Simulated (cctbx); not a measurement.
## CuAgW: solution and refinement

Cell a = 4.0660 Å, b = 4.0660 Å, c = 12.6340 Å, α = 90.00°, β = 90.00°, γ = 90.00°; space group I4/mmm (no. 139); content W4 Ag4 Cu4.

Simulated single-crystal data (cctbx): synchrotron X-rays, λ = 0.6889 Å, to d = 0.8 Å, 95 % of the full sphere, strongest reflection 5000 counts, noise from counting, a 2 % proportional error and a noise floor of 8 counts (s.d.); no absorption, and some extinction, which the refinements don't model.

Charge flipping in P1 on normalised amplitudes to 0.8 Å, δ = 1.2 σ, 20 % of the reflections treated as weak, 150 cycles:

```text
cycle      R  skewness
    0  0.521     0.31
   12  0.455     2.78
   24  0.464     2.33
   36  0.447     2.03
   48  0.456     2.25
   60  0.452     2.05
   72  0.430     2.28
   84  0.432     2.20
   96  0.455     2.18
  108  0.476     2.23
  120  0.442     2.12
  132  0.421     2.10
  144  0.426     2.18
origin shift          correlation  skewness
 0.379  0.059  0.266      0.990      4.89
 0.375  0.062  0.027      0.987      5.83
 0.379  0.559  0.017      0.977      7.03
 0.375  0.566  0.276      0.973      5.29
taken: symmetry correlation 0.977, skewness 7.03
peak      x       y       z  mult  height/sigma
Q1    0.0000  0.0000  0.1514    4     16.3
Q2    0.0000  0.0000  0.3722    4      9.2
Q3    0.0000  0.5000  0.0000    4      5.3
Q4    0.0000  0.0000  0.5000    2      1.1
Q5    0.0000  0.2750  0.1733   16      0.9
Q6    0.0000  0.0000  0.2827    4      0.7
Q7    0.0000  0.5000  0.1771    8      0.6
Q8    0.0000  0.1933  0.0000    8      0.6
```

The origin is taken among those within 0.04 of the best correlation, by the skewness of the map.

It took 0.35 s on 1 thread of Arm Neoverse V2, on a shared host, peak memory 0.07 GiB.

Q: Assign the peaks.

Heights go roughly as Z and multiplicities must add up to the content. First model: Q1 = W1 (4 in the cell, height 16.3), Q2 = Ag1 (4 in the cell, height 9.2) and Q3 = Cu1 (4 in the cell, height 5.3). Against the true structure, Q1 is W, Q2 is Ag and Q3 is Cu; the other peaks are not atoms.

Least squares on F², isotropic:

```text
Rint 0.034, 85 unique reflections to 0.80 A
cycle     R1     wR2    GooF  max shift (A)
   1  0.1004  0.2135  11.053   0.01310
   2  0.0152  0.0307   1.588   0.00000
final R1 0.0152 wR2 0.0307 GooF 1.588  parameters 5  data/parameter 17.0
atom        x        y        z      Ueq    occ   su(xyz)  su(Uiso or U11)
W1     0.00000  0.00000  0.15143   0.0059  1.000  0.00005  0.0002
Ag1    0.00000  0.00000  0.37116   0.0119  1.000  0.00010  0.0003
Cu1    0.00000  0.50000  0.00000   0.0109  1.000  0.00000  0.0005
difference map: max 2.64 min -3.30 rms 0.41
Q1    0.0000  0.0000  0.1868    4    2.64  0.45 A from W1
Q2    0.0000  0.0000  0.1011    4    1.82  0.64 A from W1
Q3    0.0000  0.0000  0.2761    4    1.42  1.20 A from Ag1
Q4    0.0000  0.0000  0.3662    4    1.32  0.06 A from Ag1
Q5    0.0832  0.0832  0.4572   16    0.88  1.19 A from Ag1
```

Anisotropic refinement:

```text
Rint 0.034, 85 unique reflections to 0.80 A
cycle     R1     wR2    GooF  max shift (A)
   1  0.0152  0.0307   1.630   0.00057
   2  0.0112  0.0217   1.151   0.00000
final R1 0.0112 wR2 0.0217 GooF 1.151  parameters 9  data/parameter 9.4
atom        x        y        z      Ueq    occ   su(xyz)  su(Uiso or U11)
W1     0.00000  0.00000  0.15146   0.0060  1.000  0.00004  0.0002
Ag1    0.00000  0.00000  0.37111   0.0118  1.000  0.00007  0.0003
Cu1    0.00000  0.50000  0.00000   0.0112  1.000  0.00000  0.0008
difference map: max 0.92 min -1.98 rms 0.30
Q1    0.0000  0.0000  0.1796    4    1.02  0.35 A from W1
Q2    0.0000  0.0000  0.2683    4    0.92  1.30 A from Ag1
Q3    0.0000  0.0000  0.0000    2    0.90  1.91 A from W1
Q4    0.1988  0.1988  0.4512   16    0.86  1.53 A from Ag1
Q5    0.2217  0.2217  0.0000    8    0.67  1.45 A from Cu1
Q6    0.0000  0.2479  0.2910   16    0.66  1.43 A from Ag1
```

**Reading.** The refinement ends at R1 = 0.0112, wR2 = 0.0217, GooF = 1.15, with difference density between -1.98 and 0.92 e/Å³. Every site matches the true model in element, within 0.001 Å r.m.s., up to an allowed shift of origin.

True model:

| atom | mult. | x | y | z | Ueq (Å²) |
| --- | --- | --- | --- | --- | --- |
| W1 | 4 | 0 | 0 | 0.3485 | 0.0065 |
| Ag1 | 4 | 0 | 0 | 0.1289 | 0.0123 |
| Cu1 | 4 | 0 | 1/2 | 0 | 0.0113 |

The model is made up (kin elements in a known structure type, no relaxation), so it says nothing on whether the phase exists.

[Middle refinement cycles are left out of these outputs.]

[Logs are printed without paths, hosts, clocks, repeated set-up lines and the standing remarks that a program may print on its own settings, such as how far it seeks lower states.]
